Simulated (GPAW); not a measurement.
# Settings that the conductance of a Zr chain with one Au atom in line needs, part 2 of 2

Aim: the cheapest settings that leave the conductance of a Zr chain with one Au atom in line unchanged.

GPAW 26.7.0; GPAW LCAO, PAW setups; Landauer transmission from Green's functions with principal layers (ASE), zero bias.

So far, transmission at the Fermi level (one spin): 2.08 in steps 2, 8, 9, 10 and 11.

**13. Broadening: eta = 1e-06**

The broadening keeps the Green's functions finite; too large a value absorbs electrons where channels are open and leaks them where none are.

This step: GPAW LCAO, PAW setups; Landauer transmission from Green's functions with principal layers (ASE), zero bias (GPAW 26.7.0).

Input file run.py:

```python
import json
import numpy as np
from ase import Atoms
from ase.transport.calculators import TransportCalculator
from gpaw import GPAW, FermiDirac
from gpaw.lcao.tools import get_lcao_hamiltonian
from scipy.linalg import eigh

# The junction with lead layers at both ends, along the third cell vector
device = Atoms(
    ['Zr', 'Zr', 'Zr', 'Zr', 'Zr', 'Zr', 'Au', 'Zr', 'Zr', 'Zr', 'Zr', 'Zr', 'Zr'],
    positions=[
        [4.50000, 4.50000, 1.30000],
        [4.50000, 4.50000, 3.90000],
        [4.50000, 4.50000, 6.50000],
        [4.50000, 4.50000, 9.10000],
        [4.50000, 4.50000, 11.70000],
        [4.50000, 4.50000, 14.30000],
        [4.50000, 4.50000, 16.79110],
        [4.50000, 4.50000, 19.28220],
        [4.50000, 4.50000, 21.88220],
        [4.50000, 4.50000, 24.48220],
        [4.50000, 4.50000, 27.08220],
        [4.50000, 4.50000, 29.68220],
        [4.50000, 4.50000, 32.28220]],
    cell=[[9.0, 0.0, 0.0], [0.0, 9.0, 0.0], [0.0, 0.0, 33.5822]],
    pbc=True)

# One principal layer of the lead: the first 4 atoms of the device
lead = Atoms(
    ['Zr', 'Zr', 'Zr', 'Zr'],
    positions=[
        [4.50000, 4.50000, 1.30000],
        [4.50000, 4.50000, 3.90000],
        [4.50000, 4.50000, 6.50000],
        [4.50000, 4.50000, 9.10000]],
    cell=[[9.0, 0.0, 0.0], [0.0, 9.0, 0.0], [0.0, 0.0, 10.4]],
    pbc=True)

settings = dict(mode='lcao', basis='szp(dzp)', xc='LDA', h=0.2,
                occupations=FermiDirac(0.1), maxiter=250,
                mixer=dict(beta=0.1, nmaxold=8, weight=100.0),
                convergence=dict(density=0.0001))
energies = np.arange(-2, 2 + 1e-9, 0.05)
eta = 1e-06
n1, n2 = 1, 1
# k and -k transmit alike, so half of the mesh across the current serves
mesh = [(i, j) for i in range(n1) for j in range(n2) if (i, j) <= (-i % n1, -j % n2)]
weights = np.array([1 if (i, j) == (-i % n1, -j % n2) else 2 for i, j in mesh]) / (n1 * n2)

# [... helper functions left out ...]
fermi_lead = ground_state(lead, (1, 1, 11), 'lead.txt')
fermi_device = ground_state(device, (1, 1, 3), 'device.txt')
# [... loop over the mesh left out, but for ...]
        # Shift the lead onto the potential of the device's first layer
        shift = ((H[:, 0, 0] - H0[:, 0, 0]) / S0[0, 0]).real.mean()
# [...]
kT = 8.617333e-5 * 300
bias = [0.1, 0.2, 0.5, 1.0, 1.5, 2.0]
# [... integrals and printing left out ...]
```

Run with:

```sh
$ OMP_NUM_THREADS=1 OPENBLAS_NUM_THREADS=1 python run.py
```

Elapsed: 74 s, on 1 thread of Arm Neoverse V2, shared host; peak memory 1.2 GiB.

Numbers from this step:

```yaml
conductance: 2.094 G₀
largest_misfit_of_the_first_principal_layer: 0.03059 eV
shift_that_aligns_the_lead: 0.003819 eV
transmission_at_the_fermi_level_one_spin: 2.087
```

One spin. The transmission, zone mean by energy, zero at the Fermi level:

| energy (eV) | transmission, zone mean |
| --- | --- |
| -2.00 | 0.517 |
| -1.85 | 0.591 |
| -1.70 | 0.649 |
| -1.60 | 0.679 |
| -1.45 | 0.773 |
| -1.30 | 0.925 |
| -1.15 | 1.08 |
| -1.05 | 1.29 |
| -0.90 | 1.49 |
| -0.75 | 1.68 |
| -0.60 | 1.83 |
| -0.50 | 1.91 |
| -0.35 | 1.99 |
| -0.20 | 2.05 |
| -0.05 | 2.08 |
| 0.00 | 2.09 |
| 0.05 | 2.10 |
| 0.20 | 2.19 |
| 0.35 | 2.13 |
| 0.50 | 2.04 |
| 0.60 | 1.98 |
| 0.75 | 1.91 |
| 0.90 | 1.83 |
| 1.05 | 1.66 |
| 1.15 | 1.06 |
| 1.30 | 1.04 |
| 1.45 | 1.04 |
| 1.60 | 1.03 |
| 1.70 | 1.02 |
| 1.85 | 1.01 |
| 2.00 | 0.998 |

Not self-consistent under bias; the bias window is split evenly. The current through one cell, from the zero-bias transmission by bias:

| bias (V) | current through one cell, from the zero-bias transmission (μA) |
| --- | --- |
| 0.100 | 16.2 |
| 0.200 | 32.5 |
| 0.500 | 81.7 |
| 1.000 | 161 |
| 1.500 | 234 |
| 2.000 | 299 |

The conductance equals that of the base run to 0.2 %.

**14. Broadening: eta = 0.001**

Changes to run.py since step 13:

```diff
@@ -44,3 +44,3 @@
 energies = np.arange(-2, 2 + 1e-9, 0.05)
-eta = 1e-06
+eta = 0.001
 n1, n2 = 1, 1
```

Run time: 73 s. Hardware: 1 thread; peak memory 1.2 GiB.

This step gave:

- conductance: 2.064 G₀
- transmission at the Fermi level (one spin): 2.059

One spin. Table of transmission, zone mean by energy, zero at the Fermi level:

| energy (eV) | transmission, zone mean |
| --- | --- |
| -2.00 | 0.509 |
| -1.90 | 0.560 |
| -1.80 | 0.604 |
| -1.70 | 0.640 |
| -1.55 | 0.682 |
| -1.45 | 0.759 |
| -1.35 | 0.858 |
| -1.25 | 0.959 |
| -1.15 | 1.06 |
| -1.05 | 1.26 |
| -0.90 | 1.46 |
| -0.80 | 1.59 |
| -0.70 | 1.70 |
| -0.60 | 1.80 |
| -0.50 | 1.88 |
| -0.40 | 1.94 |
| -0.25 | 2.01 |
| -0.15 | 2.03 |
| -0.05 | 2.05 |
| 0.00 | 2.06 |
| 0.05 | 2.07 |
| 0.15 | 2.15 |
| 0.20 | 2.16 |
| 0.25 | 2.15 |
| 0.40 | 2.07 |
| 0.50 | 2.01 |
| 0.60 | 1.95 |
| 0.70 | 1.90 |
| 0.80 | 1.85 |
| 0.90 | 1.80 |
| 1.05 | 1.62 |
| 1.15 | 1.05 |
| 1.25 | 1.04 |
| 1.35 | 1.03 |
| 1.45 | 1.03 |
| 1.55 | 1.02 |
| 1.70 | 1.01 |
| 1.80 | 1.00 |
| 1.90 | 0.995 |
| 2.00 | 0.989 |

Not self-consistent under bias; the bias window is split evenly. Current through one cell, from the zero-bias transmission against bias:

| bias (V) | current through one cell, from the zero-bias transmission (μA) |
| --- | --- |
| 0.100 | 16.0 |
| 0.200 | 32.1 |
| 0.500 | 80.5 |
| 1.000 | 159 |
| 1.500 | 230 |
| 2.000 | 294 |

The conductance, 2.06 G₀, lies 1.3 % below that of the base run.

**15. Varying the broadening: eta = 0.01**

Changes to run.py since step 14:

```diff
@@ -44,3 +44,3 @@
 energies = np.arange(-2, 2 + 1e-9, 0.05)
-eta = 0.001
+eta = 0.01
 n1, n2 = 1, 1
```

It took 72 s on 1 thread; peak memory 1.2 GiB.

The conductance, 1.82 G₀, lies 13 % below that of the base run.

**16. Varying the broadening: eta = 0.05**

Changes to run.py since step 15:

```diff
@@ -44,3 +44,3 @@
 energies = np.arange(-2, 2 + 1e-9, 0.05)
-eta = 0.01
+eta = 0.05
 n1, n2 = 1, 1
```

It took 72 s on 1 thread; peak memory 1.2 GiB.

One spin. Transmission, zone mean against energy, zero at the Fermi level:

| energy (eV) | transmission, zone mean |
| --- | --- |
| -2.00 | 0.242 |
| -1.85 | 0.287 |
| -1.70 | 0.318 |
| -1.60 | 0.333 |
| -1.45 | 0.352 |
| -1.30 | 0.391 |
| -1.15 | 0.434 |
| -1.05 | 0.447 |
| -0.90 | 0.539 |
| -0.75 | 0.670 |
| -0.60 | 0.790 |
| -0.50 | 0.858 |
| -0.35 | 0.942 |
| -0.20 | 1.01 |
| -0.05 | 1.05 |
| 0.00 | 1.06 |
| 0.05 | 1.07 |
| 0.20 | 1.09 |
| 0.25 | 1.09 |
| 0.35 | 1.08 |
| 0.50 | 1.05 |
| 0.60 | 1.02 |
| 0.75 | 0.959 |
| 0.90 | 0.864 |
| 1.05 | 0.719 |
| 1.15 | 0.663 |
| 1.30 | 0.661 |
| 1.45 | 0.658 |
| 1.60 | 0.653 |
| 1.70 | 0.649 |
| 1.85 | 0.643 |
| 2.00 | 0.638 |

The conductance, 1.06 G₀, lies 49 % below that of the base run.

**17. Convergence in the broadening**

This step: convergence of the conductance (GPAW 26.7.0).

Conductance against log10 of the broadening in eV:

| log10 of the broadening in eV | conductance (G₀) |
| --- | --- |
| -6.00 | 2.09 |
| -4.00 | 2.09 |
| -3.00 | 2.06 |
| -2.00 | 1.82 |
| -1.30 | 1.06 |

**18. Density threshold: conv = 0.1**

The Hamiltonian is taken from the last density. The density threshold is one of the tests that end the cycle; the energy must settle too, so a loose value may not be the test that decides.

This step: GPAW LCAO, PAW setups; Landauer transmission from Green's functions with principal layers (ASE), zero bias (GPAW 26.7.0).

Changes to run.py since step 16:

```diff
@@ -42,5 +42,5 @@
                 mixer=dict(beta=0.1, nmaxold=8, weight=100.0),
-                convergence=dict(density=0.0001))
+                convergence=dict(density=0.1))
 energies = np.arange(-2, 2 + 1e-9, 0.05)
-eta = 0.05
+eta = 0.0001
 n1, n2 = 1, 1
```

Wall time 50 s (1 thread); peak memory 1.2 GiB.

Numbers from this step:

```yaml
conductance: 2.071 G₀
largest_coupling_past_the_next_principal_layer: 9.77e-6 eV
largest_misfit_of_the_first_principal_layer: 0.03530 eV
shift_that_aligns_the_lead: -0.007284 eV
transmission_at_the_fermi_level_one_spin: 2.067
```

One spin. The transmission, zone mean by energy, zero at the Fermi level:

energy (eV), transmission, zone mean and a bar from the least value:
```
    -2.00       0.55 
    -1.90       0.61 #
    -1.80       0.65 ##
    -1.70       0.68 ##
    -1.55       0.70 ###
    -1.45       0.75 ####
    -1.35       0.84 #####
    -1.25       0.99 ########
    -1.15       1.15 ###########
    -1.05       1.35 ##############
    -0.90       1.50 #################
    -0.80       1.62 ###################
    -0.70       1.75 #####################
    -0.60       1.86 #######################
    -0.50       1.95 #########################
    -0.40       2.01 ##########################
    -0.25       2.05 ###########################
    -0.15       2.06 ###########################
    -0.05       2.07 ###########################
     0.00       2.07 ###########################
     0.05       2.07 ###########################
     0.15       2.19 #############################
     0.20       2.23 ##############################
     0.25       2.20 #############################
     0.40       2.09 ############################
     0.50       2.05 ###########################
     0.60       2.00 ##########################
     0.70       1.94 #########################
     0.80       1.88 ########################
     0.90       1.79 ######################
     1.05       1.74 #####################
     1.10       1.90 ########################
     1.15       1.05 #########
     1.25       1.04 #########
     1.35       1.04 #########
     1.45       1.04 #########
     1.55       1.03 #########
     1.70       1.02 #########
     1.80       1.02 ########
     1.90       1.01 ########
     2.00       0.99 ########
```

Not self-consistent under bias; the bias window is split evenly. Current through one cell, from the zero-bias transmission against bias:

| bias (V) | current through one cell, from the zero-bias transmission (μA) |
| --- | --- |
| 0.100 | 16.1 |
| 0.200 | 32.2 |
| 0.500 | 81.4 |
| 1.000 | 161 |
| 1.500 | 235 |
| 2.000 | 300 |

The conductance, 2.07 G₀, lies 1.0 % below that of the base run.

**19. Varying the density threshold: conv = 0.01**

Changes to run.py since step 18:

```diff
@@ -42,3 +42,3 @@
                 mixer=dict(beta=0.1, nmaxold=8, weight=100.0),
-                convergence=dict(density=0.1))
+                convergence=dict(density=0.01))
 energies = np.arange(-2, 2 + 1e-9, 0.05)
```

Wall time 50 s (1 thread); peak memory 1.2 GiB.

One spin. The transmission, zone mean by energy, zero at the Fermi level:

| energy (eV) | transmission, zone mean |
| --- | --- |
| -2.00 | 0.547 |
| -1.90 | 0.612 |
| -1.80 | 0.654 |
| -1.70 | 0.680 |
| -1.55 | 0.703 |
| -1.45 | 0.749 |
| -1.35 | 0.836 |
| -1.25 | 0.987 |
| -1.15 | 1.15 |
| -1.05 | 1.35 |
| -0.90 | 1.50 |
| -0.80 | 1.62 |
| -0.70 | 1.75 |
| -0.60 | 1.86 |
| -0.50 | 1.95 |
| -0.40 | 2.01 |
| -0.25 | 2.05 |
| -0.15 | 2.06 |
| -0.05 | 2.07 |
| 0.00 | 2.07 |
| 0.05 | 2.07 |
| 0.15 | 2.19 |
| 0.20 | 2.23 |
| 0.25 | 2.20 |
| 0.40 | 2.09 |
| 0.50 | 2.05 |
| 0.60 | 2.00 |
| 0.70 | 1.94 |
| 0.80 | 1.88 |
| 0.90 | 1.79 |
| 1.05 | 1.74 |
| 1.10 | 1.90 |
| 1.15 | 1.05 |
| 1.25 | 1.04 |
| 1.35 | 1.04 |
| 1.45 | 1.04 |
| 1.55 | 1.03 |
| 1.70 | 1.02 |
| 1.80 | 1.02 |
| 1.90 | 1.01 |
| 2.00 | 0.994 |

Not self-consistent under bias; the bias window is split evenly. Table of current through one cell, from the zero-bias transmission by bias:

| bias (V) | current through one cell, from the zero-bias transmission (μA) |
| --- | --- |
| 0.100 | 16.1 |
| 0.200 | 32.2 |
| 0.500 | 81.4 |
| 1.000 | 161 |
| 1.500 | 235 |
| 2.000 | 300 |

The conductance, 2.07 G₀, lies 1.0 % below that of the base run.

**20. Density threshold: conv = 0.001**

Changes to run.py since step 19:

```diff
@@ -42,3 +42,3 @@
                 mixer=dict(beta=0.1, nmaxold=8, weight=100.0),
-                convergence=dict(density=0.01))
+                convergence=dict(density=0.001))
 energies = np.arange(-2, 2 + 1e-9, 0.05)
```

It took 61 s on 1 thread; peak memory 1.2 GiB.

The conductance equals that of the base run to 0.2 %.

**21. Density threshold: conv = 1e-06**

Changes to run.py since step 20:

```diff
@@ -42,3 +42,3 @@
                 mixer=dict(beta=0.1, nmaxold=8, weight=100.0),
-                convergence=dict(density=0.001))
+                convergence=dict(density=1e-06))
 energies = np.arange(-2, 2 + 1e-9, 0.05)
```

Wall time 93 s (1 thread); peak memory 1.2 GiB.

The conductance equals that of the base run to 0.2 %.

**22. Convergence in the density threshold**

This step: convergence of the conductance (GPAW 26.7.0).

Conductance against log10 of the density threshold:

| log10 of the density threshold | conductance (G₀) |
| --- | --- |
| -6.00 | 2.09 |
| -4.00 | 2.09 |
| -3.00 | 2.09 |
| -2.00 | 2.07 |
| -1.00 | 2.07 |

**23. Results**

```json
{
 "conductance at the base settings": "2.09 G₀",
 "range over the k-points along the junction cell (1 to 6)": "2.09 to 2.12 G₀",
 "range over the grid spacing (0.14 to 0.3 Å)": "2.09 to 2.09 G₀",
 "range over the broadening (1.0e-6 to 0.05 eV)": "1.06 to 2.09 G₀",
 "range over the density threshold (1.0e-6 to 0.1)": "2.07 to 2.09 G₀"
}
```

In words: At the base settings the conductance, averaged at 300 K, is 2.09 G₀. In the k-points along the junction cell, no value tried moves the conductance by 3 %. In the grid spacing, no value tried moves the conductance by 3 %. In the broadening, 0.001 eV already gives the conductance within 3 % of the finest value tried; currents at finite bias may need more. In the density threshold, no value tried moves the conductance by 3 %. The thresholds 0.01 and 0.1 ended after the same number of SCF steps: the energy test stopped those runs, so they are one result, not a plateau. Over the ranges tried, the broadening moves it most, counted as a ratio. The geometry was built from estimated bond lengths and not relaxed, so the numbers describe this model structure. The run had no spin polarisation, so a magnetic state, which chains and small molecules with open shells often have, wasn't tested. Spin-orbit coupling is left out, which matters for the heavy atoms here. An evenly spaced straight chain is an idealisation: free chains tend to dimerise, zigzag or, where a band edge lies near the Fermi level, turn magnetic. The currents use the zero-bias T(E) throughout, which holds only while the bias is small against the distance to the nearest feature. The thermopower isn't quoted: it samples T(E) farther from the Fermi level than the conductance does, and the energy grid wasn't tested for it.

[Logs are printed without paths, hosts, clocks, repeated set-up lines and the standing remarks that a program may print on its own settings, such as how far it seeks lower states.]

[Hosts, paths, dates, database ids (printed as entryN), source tags and the programs' standing remarks are cut or masked in the printed files.]
